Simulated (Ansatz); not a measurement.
Rows from a G0W0 calculation on SnSe2 (1T monolayer) (Ansatz 0.2.0; G0W0 on PBEsol, plane waves, PAW; PAW set soft_1; 6×6×1 mesh, 538 empty bands, screening to 75 eV, PAW set soft_1 files), in eV. Spin-orbit coupling is left out.

| row | Σx | Σc | Vxc | Z |
| --- | --- | --- | --- | --- |
| A | -7.89 | -3.68 | -12.17 | 0.77 |
| B | -17.59 | 1.49 | -15.67 | 0.72 |
| C | -7.82 | -3.78 | -12.19 | 0.77 |
| D | -10.72 | -2.73 | -14.00 | 0.75 |
| E | -11.73 | -3.20 | -15.58 | 0.73 |
| F | -17.46 | 1.66 | -15.33 | 0.71 |

Question: Which rows are filled states and which are empty ones, and how can one tell?

Filled: B and F. Empty: A, C, D and E. The sign of Σc tells: for a filled state bare exchange, which holds its interaction with itself, lies below Vxc (Σx − Vxc is -1.9 eV or lower here) and screening gives part back as a positive Σc. For an empty state Σx lies above Vxc (+3.3 eV or more) and the Coulomb hole leaves Σc negative.

[Runs of the session that timed out or met a known fault of the program may be left out.]

[Cells called generated may have been cut or substituted from an entry of the Crystallography Open Database or the Materials Project.]

[Hosts, paths, dates, database ids (printed as entryN), source tags and the programs' standing remarks are cut or masked in the printed files.]
